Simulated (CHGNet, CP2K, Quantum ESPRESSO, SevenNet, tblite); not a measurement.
# Bulk modulus two ways: glassy 43SiO2-23Al2O3-34BaO (mol %) (109 atoms), QE, PBE

The cell holds 109 atoms (15 Si, 16 Al, 12 Ba and 66 O). Recipe: 109 atoms (15 Si, 16 Al, 12 Ba, 66 O) placed at random at 3.69 g/cm³, melted at 4000 K for 10 ps at fixed volume with the Morse and Coulomb pair potential with partial charges (Pedone, Malavasi, Menziani, Cormack and Segre, J. Phys. Chem. B 110, 11780 (2006)). Quenched from 4000 K to 300 K at 50 K/ps and fixed volume, held 10 ps at zero pressure. Then the atoms were relaxed with SevenNet 0 in the fixed cell.

Calculated with Quantum ESPRESSO 7.5: PBE; plane waves, SSSP efficiency, 60/480 Ry; k-points Γ. The cell is scaled evenly by ±3 % in volume, and SevenNet 0 relaxes the atoms at each volume before the single point.

| volume (Å³/atom) | energy less the middle row's (meV/atom) | pressure (GPa) |
| --- | --- | --- |
| 13.968 | 8.405 | 4.201 |
| 14.400 | 0.000 | 2.060 |
| 14.832 | -3.544 | 0.225 |

Task: Find the bulk modulus at the middle volume from the pressures and from the energies, and check the printed pressure against the slope of the energy (1 meV/Å³ = 0.16022 GPa).

**Working.**

The step is h = 0.4320 Å³. From pressures: B = −V dP/dV = 14.400 × (4.201 − (0.225)) / (2 × 0.4320) = 66.3 GPa.

From energies: B = V d²E/dV² = 14.400 × (8.405 + (-3.544)) / 0.4320² = 375.0 meV/Å³ = 60.1 GPa.

Slope: P = −dE/dV = −(-3.544 − (8.405)) / (2 × 0.4320) = 13.8 meV/Å³ = 2.22 GPa, against 2.06 GPa printed.

The two moduli agree within 9 %.

A central difference over ±3 % overstates P by about B(1 + B′)(0.03)²/6, some 0.05 GPa for B′ = 4. The atoms follow SevenNet 0, so this level's forces do work along the path, which enters the energies but not the printed pressures. A stress printed at a finite cutoff holds the number of plane waves fixed and tends to come out low, which is the sign found here.

Limits: three points, a static cell at zero temperature, the cell shape held; the modulus is that at 2.1 GPa, not at zero pressure.

[Hosts, paths, dates, database ids (printed as entryN), source tags and the programs' standing remarks are cut or masked in the printed files.]
